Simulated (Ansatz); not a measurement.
# Mo2CO2 MXene bilayer (AA) in a perpendicular field, part 2 of 3

What dipole does a perpendicular field induce in the Mo2CO2 MXene bilayer (AA)? A positive field points along +c.

Ansatz 0.2.0; plane-wave DFT, PBE-D3(BJ), Ansatz PAW (the session's first sound run).

So far. Step 2 (Relaxing the slab): The lattice constant a goes from 3.025 to 3.077 Å.

### Step 3. Single point, field 0

A sawtooth potential applies the field, turning back in the middle of the vacuum. With the dipole correction the typed value is the field outside the slab. The induced dipole is small, so the SCF threshold is tight.

The cell differs from the one that the last finished run ended in (c 54.838 → 29.304 Å).

File input.yaml:

```yaml
crystal:
  lattice:
    - [3.0766685142, 0.0, 0.0]
    - [-1.5383342571, 2.6644730923, 0.0]
    - [0.0, 0.0, 29.3040431504]
  atoms:
    - { symbol: O, position: [0.3333333333, 0.6666666667, 0.3071248549] }
    - { symbol: Mo, position: [0.6666666667, 0.3333333333, 0.3454429492] }
    - { symbol: C, position: [0.0, 0.0, 0.3835289156] }
    - { symbol: Mo, position: [0.3333333333, 0.6666666667, 0.4216462892] }
    - { symbol: O, position: [0.6666666667, 0.3333333333, 0.4596251161] }
    - { symbol: O, position: [0.3333333333, 0.6666666667, 0.5403748839] }
    - { symbol: Mo, position: [0.6666666667, 0.3333333333, 0.5783537108] }
    - { symbol: C, position: [0.0, 0.0, 0.6164710844] }
    - { symbol: Mo, position: [0.3333333333, 0.6666666667, 0.6545570508] }
    - { symbol: O, position: [0.6666666667, 0.3333333333, 0.6928751451] }
kpoints:
  mp_grid: { grid: [18, 18, 1] }
  band_path:
    path: [[0, 0, 0], [0.5, 0, 0], [0.33333333, 0.33333333, 0], [0, 0, 0]]
    npoints: 16
hamiltonian:
  xc: pbe
  dispersion: d3bj
scf:
  occupations: { method: fermi_dirac, width: 0.05 }
  convergence: { dr2_threshold: 1.0e-10 }
efield:
  axis: 3
  dipole_correction: true
  ramp_position: 0.97
  ramp_width: 0.06
  amplitude: 0
output:
  dos: { projected: true, e_range: [-6, 5] }
  bader: true
  write_potential: true
  write_density: true
  volumetric_format: npy
  elf: true
```

Run with:

```console
$ ansatz run input.yaml --threads 4 --pin off --max-ram 6144MiB --backend cpu --events-out ev --progress --plain --runs-dir out
```

Log:

```text
[...]
Crystal: 10 atoms, lattice volume = 240.226 Å³
Basis set: ecut = 420 eV, 4657 PW (Γ)
Bands: 54, of which v1, the nominal top of the filled ones, is band 44 counted from 1 (43 counted from 0)
Symmetry: 6 space group operations
k-points: 37 of 324 (time reversal used)
[...]
SCF iter   1: F=—  HF=-22597.561792 eV  |F-HF|=—  |Δ(HF+E_count)|=         —  Δρ=1.02e-2  dr2=3.74e-1  ethr=1.77e-3  p=0.000 e·Å  D=9.24e-14 V/Å  ΔV_dip=-0.00 eV  dr2_dipole=7.58e-8  V_vac-E_F(+/−)=6.01/6.01 eV  ⟨swp⟩=8.8  Hψ=10751  notcnv=0
efield: sawtooth ramp at fractional position 0.9700 (set: `efield.ramp_position`, or a place that a band, a saddle search or an elastic batch's reference lends), width 0.0600; the density the first Hamiltonian is built on has a dipole p = 0.000 e·Å; the dipole correction subtracts the counter field D = 9.24e-14 V/Å, which shifts the + side's vacuum level by -0.00 eV against the − side's; the planar-averaged density in the ramp window peaks in size at 5.7e-6 e/Å³
[...]
SCF iter   2: F=—  HF=-22597.554995 eV  |F-HF|=—  |Δ(HF+E_count)|=   6.80e-3  Δρ=1.02e-2  dr2=3.53e-1  ethr=4.25e-4  p=0.000 e·Å  D=2.14e-5 V/Å  ΔV_dip=-0.00 eV  dr2_dipole=1.68e-8  V_vac-E_F(+/−)=6.38/6.38 eV  ⟨swp⟩=3.1  Hψ=3964  notcnv=0  defer=39
[...]
SCF iter  10: F=-22597.509059 eV  HF=-22597.509059 eV  |F-HF|=7.64e-11  |Δ(HF+E_count)|=  2.18e-10  Δρ=8.29e-8  dr2=1.45e-11  ethr=1.00e-12  p=-0.000 e·Å  D=-9.24e-9 V/Å  ΔV_dip=0.00 eV  dr2_dipole=1.32e-13  V_vac-E_F(+/−)=6.33/6.33 eV  ⟨swp⟩=7.4  Hψ=5793  notcnv=0
SCF 1 converged in 10 iterations: F = -22597.509059 eV  dr2 = 1.45e-11
[...]
NSCF: frozen V_eff on 49 k-points
efield: sawtooth ramp at fractional position 0.9700 (kept from the solve that this one continues, or follows in the run), width 0.0600; the density the first Hamiltonian is built on has a dipole p = -0.000 e·Å; the dipole correction subtracts the counter field D = -9.24e-9 V/Å, which shifts the + side's vacuum level by +0.00 eV against the − side's; the planar-averaged density in the ramp window peaks in size at 4.5e-6 e/Å³
[...]
SCF converged after 10 iterations
Free energy (F): -22597.509059 eV
[...]
Internal energy: -22597.478831 eV  (E = F + TS)
E sigma→0 (E₀):  -22597.493945 eV
Entropy (-TS):   -0.030228 eV (-3.023 meV/atom)
Fermi energy:    3.572733 eV
Dipole field:    D = 0.000000 V/Å  (p = 0.000001 e·Å, saw-weighted, corrected)
Work function:   Φ+ = 6.3293 eV   Φ− = 6.3293 eV
Levels:          The Fermi level and band energies are counted from a zero that moves with the ramp; work functions are not
[...]
--- Band table (eV; the first three rows and the last of 37) ---
  k-point 0: bands = [... 40 lower, 1.2778, 1.3238, 1.3238, 1.4996, 2.9458, 3.0292, 3.8705, 3.8705, ... 6 higher]
  k-point 1: bands = [... 40 lower, 1.6409, 1.7108, 1.7524, 1.7903, 2.9476, 3.0391, 3.9114, 3.9119, ... 6 higher]
  k-point 2: bands = [... 40 lower, 1.7109, 1.8623, 2.1868, 2.2282, 3.0857, 3.1949, 4.0536, 4.0590, ... 6 higher]
  k-point 36: bands = [... 40 lower, 2.9537, 2.9976, 3.0634, 3.0634, 3.1745, 3.1745, 5.0403, 5.0403, ... 6 higher]
--- Bader charges: 10 sites ---
  site symbol  charge [e]  shift [e]
     0      O     -1.0351     0.0003
     1     Mo      1.8076     0.0002
     2      C     -1.5437     0.0001
     3     Mo      1.8100     0.0003
     4      O     -1.0388     0.0003
     5      O     -1.0388     0.0003
     6     Mo      1.8100     0.0003
     7      C     -1.5437     0.0001
     8     Mo      1.8076     0.0002
     9      O     -1.0351     0.0003
  estimated error of the sums over rays = 7.2e-4 e
```

It took 33 s on 4 threads of Intel Xeon Platinum 8488C (Sapphire Rapids), shared host; peak memory 0.99 GiB; 2.2 min of CPU time.

Numbers from this step:

```
energy at zero smearing   : -22597.4939 eV
work function, upper face : 6.329 eV
dipole along the normal   : 5.79e-7 e·Å
```

Running mean over a fixed 2.8 Å (it still follows the layers) of the planar mean; the ramp of the sawtooth is left out. Table of electron's electrostatic potential energy less the Fermi level by z:

z (Å), electron's electrostatic potential energy less the Fermi level (eV) and a bar from the least value:
```
        4        6.3 ##############################
        5        6.3 ##############################
        6        6.3 ##############################
        7        6.1 ##############################
        8        2.1 ########################
        9       -6.6 #############
       10      -13.2 ####
       11      -16.3 
       12      -14.7 ##
       13      -10.3 ########
       14       -2.2 ###################
       15       -0.7 #####################
       16       -8.2 ###########
       17      -13.9 ####
       18      -16.6 
       19      -14.2 ###
       20       -9.1 ##########
       21       -0.1 ######################
       22        5.4 #############################
       23        6.3 ##############################
       24        6.3 ##############################
       25        6.3 ##############################
       26        6.3 ##############################
```

The density of states has structure finer than the step of the table below, so its rows give means over 0.25 eV. Peaks (eV: height): -5.940: 20.1, -4.430: 18.0, 0.620: 13.5, 1.310: 27.6, 1.360: 28.2, 1.440: 24.2, 1.550: 13.3.

Density of states against energy, zero at the Fermi level; means over each step:

| energy (eV) | density of states (states/eV a cell) |
| --- | --- |
| -5.75 | 9.05 |
| -5.50 | 6.28 |
| -5.25 | 8.02 |
| -5.00 | 8.28 |
| -4.75 | 7.32 |
| -4.50 | 8.40 |
| -4.25 | 8.76 |
| -4.00 | 6.60 |
| -3.75 | 7.72 |
| -3.50 | 4.49 |
| -3.25 | 4.00 |
| -3.00 | 5.41 |
| -2.75 | 3.28 |
| -2.50 | 1.85 |
| -2.25 | 2.08 |
| -2.00 | 4.15 |
| -1.75 | 5.87 |
| -1.50 | 2.76 |
| -1.25 | 2.39 |
| -1.00 | 2.40 |
| -0.75 | 2.55 |
| -0.50 | 4.63 |
| -0.25 | 4.07 |
| 0.00 | 4.05 |
| 0.25 | 5.46 |
| 0.50 | 9.41 |
| 0.75 | 5.33 |
| 1.00 | 2.60 |
| 1.25 | 12.0 |
| 1.50 | 11.9 |

Projected DOS per atom over height of the atomic layer and energy from the Fermi level. Layers: O Mo C Mo O O Mo C Mo O from below.

Values in states/eV, 22 rows by 10 columns, each cell a mean:
```
0.38 2.88 0.38 2.86 0.37 0.37 2.86 0.38 2.88 0.38
0.10 0.90 0.17 0.89 0.09 0.09 0.89 0.17 0.90 0.10
0.13 1.02 0.11 1.02 0.12 0.12 1.02 0.11 1.02 0.13
0.18 1.79 0.19 1.81 0.18 0.18 1.81 0.19 1.79 0.18
0.11 0.87 0.13 0.88 0.11 0.11 0.88 0.13 0.87 0.11
0.19 0.77 0.18 0.78 0.18 0.18 0.78 0.18 0.77 0.19
0.23 0.57 0.14 0.57 0.23 0.23 0.57 0.14 0.57 0.23
0.18 0.36 0.09 0.37 0.18 0.18 0.37 0.09 0.36 0.18
0.20 0.35 0.10 0.35 0.20 0.20 0.35 0.10 0.35 0.20
0.42 0.62 0.14 0.63 0.43 0.43 0.63 0.14 0.62 0.42
0.51 0.46 0.13 0.46 0.52 0.52 0.46 0.13 0.46 0.51
0.34 0.12 0.13 0.13 0.27 0.27 0.13 0.13 0.12 0.34
0.48 0.11 0.25 0.11 0.43 0.43 0.11 0.25 0.11 0.48
0.82 0.20 0.42 0.21 0.86 0.86 0.21 0.42 0.20 0.82
0.71 0.20 0.35 0.21 0.66 0.66 0.21 0.35 0.20 0.71
1.12 0.45 0.45 0.49 1.04 1.04 0.49 0.45 0.45 1.12
1.09 0.45 0.30 0.55 1.45 1.45 0.55 0.30 0.45 1.09
1.70 0.64 0.22 0.40 0.97 0.97 0.40 0.22 0.64 1.70
1.40 0.61 0.17 0.56 1.30 1.30 0.56 0.17 0.61 1.40
0.92 0.66 0.32 0.70 1.35 1.35 0.70 0.32 0.66 0.92
0.70 0.73 0.71 0.75 0.71 0.71 0.75 0.71 0.73 0.70
1.03 1.15 0.73 0.99 0.77 0.77 0.99 0.73 1.15 1.03
```
Columns: height of the atomic layer (Å) from 9 to 20.3 (not evenly spaced); rows upwards: energy from the Fermi level (eV) from -5.96 to 1.6.

The electronic bands at the labelled points (eV, zero at the Fermi level):

| point | band 41 | band 42 | band 43 | band 44 | band 45 | band 46 | band 47 | band 48 |
| --- | --- | --- | --- | --- | --- | --- | --- | --- |
| Γ | -2.29 | -2.25 | -2.25 | -2.07 | -0.63 | -0.54 | 0.30 | 0.30 |
| halfway | -2.07 | -1.90 | -0.68 | -0.64 | 0.36 | 0.51 | 0.74 | 0.80 |
| M | -2.35 | -2.14 | 0.31 | 0.32 | 0.33 | 0.35 | 1.23 | 1.23 |
| halfway | -1.59 | -1.42 | 0.06 | 0.06 | 0.11 | 0.13 | 1.32 | 1.36 |
| K | -0.62 | -0.58 | -0.51 | -0.51 | -0.40 | -0.40 | 1.47 | 1.47 |
| halfway | -1.63 | -1.55 | -0.91 | -0.78 | 0.64 | 0.67 | 1.06 | 1.08 |
| Γ | -2.29 | -2.25 | -2.25 | -2.07 | -0.63 | -0.54 | 0.30 | 0.30 |

ELF in the ca plane at fractional y = 0.333, with atoms of Mo and O within 0.2 Å of it. It is the smooth field of the valence electrons, not physical close to the nuclei.

Ten even steps from '0' (0.00) to '9' (0.83), each cell a mean:
```
00000000000000000002223664343114898400222465
00000000000000000000137887322138889820015878
00000000000000000000148658421148669930026847
00000000000000000000137887322138899710014888
00000000000000000012323553343213787300222454
00000000000000000135653124663332222002564212
00000000000000000146764236763342100003675324
00000000000000000125642123663221232002553222
```
Columns run along c (16.0 Å, from fractional 0.05 to 0.60 of the cell), rows up along a (3.1 Å). Atoms in or near the plane, at fractional coordinates: Mo at (0.35, 0.67), O at (0.46, 0.67), Mo at (0.58, 0.67).

Valence density in the ca plane at fractional y = 0.333, with atoms of Mo and O within 0.2 Å of it. It is the smooth field of the valence electrons, not physical close to the nuclei.

Ten even steps from '0' (0.0 e/Å³) to '9' (7.0 e/Å³), each cell a mean:
```
02320000001110000001231000000110000000000000
27852000013641000003785100001463000000000000
48972000015971000015896200001696100000000000
26751000013531000003674100001353000000000000
01210000000100000000221000000110000000000000
00000001100000000000000000110000000000000000
00000001110000000000000001110000000000000000
00000000000000000000000000000000000000000000
```
Columns run along c (16.0 Å, from fractional 0.32 to 0.87 of the cell), rows up along a (3.1 Å). Atoms in or near the plane, at fractional coordinates: Mo at (0.35, 0.67), O at (0.46, 0.67), Mo at (0.58, 0.67), O at (0.69, 0.67).

Electrostatic potential energy in the ca plane at fractional y = 0.333, with atoms of Mo and O within 0.2 Å of it. With pseudopotentials it is smooth inside the atoms' cores, unlike the true potential.

Values in eV, 5 rows by 16 columns, each cell a mean:
```
 10  10  10  10  10  10   9   1 -39 -17   1  -6  -3   8  -6 -43
 10  10  10  10  10  10   9  -4 -61 -34   3 -21 -24   8 -16 -65
 10  10  10  10  10  10   9   1 -39 -18   0  -7  -4   8  -6 -44
 10  10  10  10  10  10   9   5  -2  -1  -9  -7   7   9   3  -3
 10  10  10  10  10  10   9   5  -1  -1  -9  -6   7   9   4  -2
```
Columns run along c (16.0 Å, from fractional 0.05 to 0.60 of the cell; values clipped at the 3rd and 97th percentile), rows up along a (3.1 Å). Atoms in or near the plane, at fractional coordinates: Mo at (0.35, 0.67), O at (0.46, 0.67), Mo at (0.58, 0.67).

The work function of the upper face is 6.33 eV.

### Step 4. Single point, field 0.03 V/Å

Changes to input.yaml since step 3:

```diff
@@ -32,6 +32,4 @@
   ramp_width: 0.06
-  amplitude: 0
+  amplitude: 0.03
 output:
-  dos: { projected: true, e_range: [-6, 5] }
-  bader: true
   write_potential: true
@@ -39,2 +37 @@
   volumetric_format: npy
-  elf: true
```

Log:

```text
[...]
Crystal: 10 atoms, lattice volume = 240.226 Å³
Basis set: ecut = 420 eV, 4657 PW (Γ)
Bands: 54, of which v1, the nominal top of the filled ones, is band 44 counted from 1 (43 counted from 0)
Symmetry: 6 space group operations
k-points: 37 of 324 (time reversal used)
[...]
k-point 0: bands = [... 40 lower, 1.2777, 1.3238, 1.3238, 1.4996, 2.9458, 3.0292, 3.8703, 3.8703, ... 6 higher]
  k-point 1: bands = [... 40 lower, 1.6408, 1.7108, 1.7524, 1.7903, 2.9476, 3.0391, 3.9109, 3.9123, ... 6 higher]
  k-point 2: bands = [... 40 lower, 1.7108, 1.8623, 2.1868, 2.2282, 3.0857, 3.1949, 4.0535, 4.0591, ... 6 higher]
  k-point 36: bands = [... 40 lower, 2.9536, 2.9976, 3.0634, 3.0634, 3.1744, 3.1745, 5.0398, 5.0408, ... 6 higher]
[key lines of the parts left out:]
SCF converged after 13 iterations
Free energy (F): -22597.509309 eV
Fermi energy:    3.572718 eV
Dipole field:    D = 0.012562 V/Å  (p = 0.016676 e·Å, saw-weighted, corrected)
```

It took 18 s on 4 threads; peak memory 0.93 GiB.

The dipole is 0.0167 e·Å.

### Step 5. Single point, field -0.03 V/Å

Changes to input.yaml since step 4:

```diff
@@ -32,3 +32,3 @@
   ramp_width: 0.06
-  amplitude: 0.03
+  amplitude: -0.03
 output:
```

Log:

```text
[...]
Crystal: 10 atoms, lattice volume = 240.226 Å³
Basis set: ecut = 420 eV, 4657 PW (Γ)
Bands: 54, of which v1, the nominal top of the filled ones, is band 44 counted from 1 (43 counted from 0)
Symmetry: 6 space group operations
k-points: 37 of 324 (time reversal used)
[...]
k-point 0: bands = [... 40 lower, 1.2777, 1.3238, 1.3238, 1.4996, 2.9458, 3.0292, 3.8703, 3.8703, ... 6 higher]
  k-point 1: bands = [... 40 lower, 1.6408, 1.7108, 1.7524, 1.7903, 2.9476, 3.0391, 3.9109, 3.9123, ... 6 higher]
  k-point 2: bands = [... 40 lower, 1.7108, 1.8623, 2.1868, 2.2282, 3.0857, 3.1949, 4.0535, 4.0591, ... 6 higher]
  k-point 36: bands = [... 40 lower, 2.9536, 2.9976, 3.0634, 3.0634, 3.1744, 3.1745, 5.0398, 5.0408, ... 6 higher]
[key lines of the parts left out:]
SCF converged after 13 iterations
Free energy (F): -22597.509309 eV
Fermi energy:    3.572718 eV
Dipole field:    D = -0.012561 V/Å  (p = -0.016675 e·Å, saw-weighted, corrected)
```

It took 18 s on 4 threads; peak memory 0.93 GiB.

The dipole is -0.0167 e·Å.

### Step 6. Single point, field 0.15 V/Å

Changes to input.yaml since step 5:

```diff
@@ -32,3 +32,3 @@
   ramp_width: 0.06
-  amplitude: -0.03
+  amplitude: 0.15
 output:
```

Log:

```text
[...]
Crystal: 10 atoms, lattice volume = 240.226 Å³
Basis set: ecut = 420 eV, 4657 PW (Γ)
Bands: 54, of which v1, the nominal top of the filled ones, is band 44 counted from 1 (43 counted from 0)
Symmetry: 6 space group operations
k-points: 37 of 324 (time reversal used)
[...]
k-point 0: bands = [... 40 lower, 1.2765, 1.3247, 1.3247, 1.4995, 2.9449, 3.0293, 3.8678, 3.8678, ... 6 higher]
  k-point 1: bands = [... 40 lower, 1.6401, 1.7109, 1.7512, 1.7907, 2.9468, 3.0391, 3.9080, 3.9145, ... 6 higher]
  k-point 2: bands = [... 40 lower, 1.7102, 1.8623, 2.1857, 2.2285, 3.0850, 3.1948, 4.0518, 4.0601, ... 6 higher]
  k-point 36: bands = [... 40 lower, 2.9528, 2.9977, 3.0628, 3.0629, 3.1739, 3.1746, 5.0373, 5.0421, ... 6 higher]
[key lines of the parts left out:]
SCF converged after 13 iterations
Free energy (F): -22597.515312 eV
Fermi energy:    3.572360 eV
Dipole field:    D = 0.062805 V/Å  (p = 0.083379 e·Å, saw-weighted, corrected)
```

Run time: 18 s. Hardware: 4 threads; peak memory 0.9 GiB; 70 s of CPU time.

The dipole is 0.0834 e·Å.

### Step 7. Atoms held, field 0.25 V/Å

Changes to input.yaml since step 6:

```diff
@@ -32,3 +32,3 @@
   ramp_width: 0.06
-  amplitude: 0.15
+  amplitude: 0.25
 output:
```

Log:

```text
[...]
Crystal: 10 atoms, lattice volume = 240.226 Å³
Basis set: ecut = 420 eV, 4657 PW (Γ)
Bands: 54, of which v1, the nominal top of the filled ones, is band 44 counted from 1 (43 counted from 0)
Symmetry: 6 space group operations
k-points: 37 of 324 (time reversal used)
[...]
k-point 0: bands = [... 40 lower, 1.2744, 1.3262, 1.3262, 1.4992, 2.9433, 3.0296, 3.8651, 3.8651, ... 6 higher]
  k-point 1: bands = [... 40 lower, 1.6387, 1.7111, 1.7491, 1.7915, 2.9454, 3.0392, 3.9052, 3.9160, ... 6 higher]
  k-point 2: bands = [... 40 lower, 1.7091, 1.8622, 2.1838, 2.2290, 3.0838, 3.1947, 4.0493, 4.0613, ... 6 higher]
  k-point 36: bands = [... 40 lower, 2.9514, 2.9978, 3.0619, 3.0620, 3.1733, 3.1745, 5.0346, 5.0426, ... 6 higher]
[key lines of the parts left out:]
SCF converged after 14 iterations
Free energy (F): -22597.526430 eV
Fermi energy:    3.571699 eV
Dipole field:    D = 0.104686 V/Å  (p = 0.138978 e·Å, saw-weighted, corrected)
```

It took 18 s on 4 threads; peak memory 0.93 GiB; 70 s of CPU time.

The dipole is 0.139 e·Å.

### Step 8. Single point, field -0.25 V/Å

Changes to input.yaml since step 7:

```diff
@@ -32,4 +32,6 @@
   ramp_width: 0.06
-  amplitude: 0.25
+  amplitude: -0.25
 output:
+  dos: { projected: true, e_range: [-6, 5] }
+  bader: true
   write_potential: true
@@ -37 +39,2 @@
   volumetric_format: npy
+  elf: true
```

Log:

```text
[...]
Crystal: 10 atoms, lattice volume = 240.226 Å³
Basis set: ecut = 420 eV, 4657 PW (Γ)
Bands: 54, of which v1, the nominal top of the filled ones, is band 44 counted from 1 (43 counted from 0)
Symmetry: 6 space group operations
k-points: 37 of 324 (time reversal used)
[...]
--- Bader charges: 10 sites ---
  site symbol  charge [e]  shift [e]
     0      O     -1.0267     0.0003
     1     Mo      1.8109     0.0002
     2      C     -1.5439     0.0001
     3     Mo      1.8098     0.0003
     4      O     -1.0391     0.0003
     5      O     -1.0386     0.0003
     6     Mo      1.8102     0.0003
     7      C     -1.5434     0.0001
     8     Mo      1.8043     0.0002
     9      O     -1.0435     0.0003
  estimated error of the sums over rays = 7.2e-4 e
[key lines of the parts left out:]
SCF converged after 14 iterations
Free energy (F): -22597.526430 eV
Fermi energy:    3.571699 eV
Dipole field:    D = -0.104687 V/Å  (p = -0.138979 e·Å, saw-weighted, corrected)
```

It took 36 s on 4 threads; peak memory 0.96 GiB; 2.4 min of CPU time.

The dipole is -0.139 e·Å.

(Part 2 of 3 ends here.)

[Long decimals in the printed logs are rounded to 6 places.]

[Logs are printed without paths, hosts, clocks, repeated set-up lines and the standing remarks that a program may print on its own settings, such as how far it seeks lower states.]

[Hosts, paths, dates, database ids (printed as entryN), source tags and the programs' standing remarks are cut or masked in the printed files.]

[Maps of the electrostatic potential energy from Ansatz leave out the sawtooth potential of an applied field or a dipole correction, so their vacuum need not be flat; planar profiles and work functions include it.]
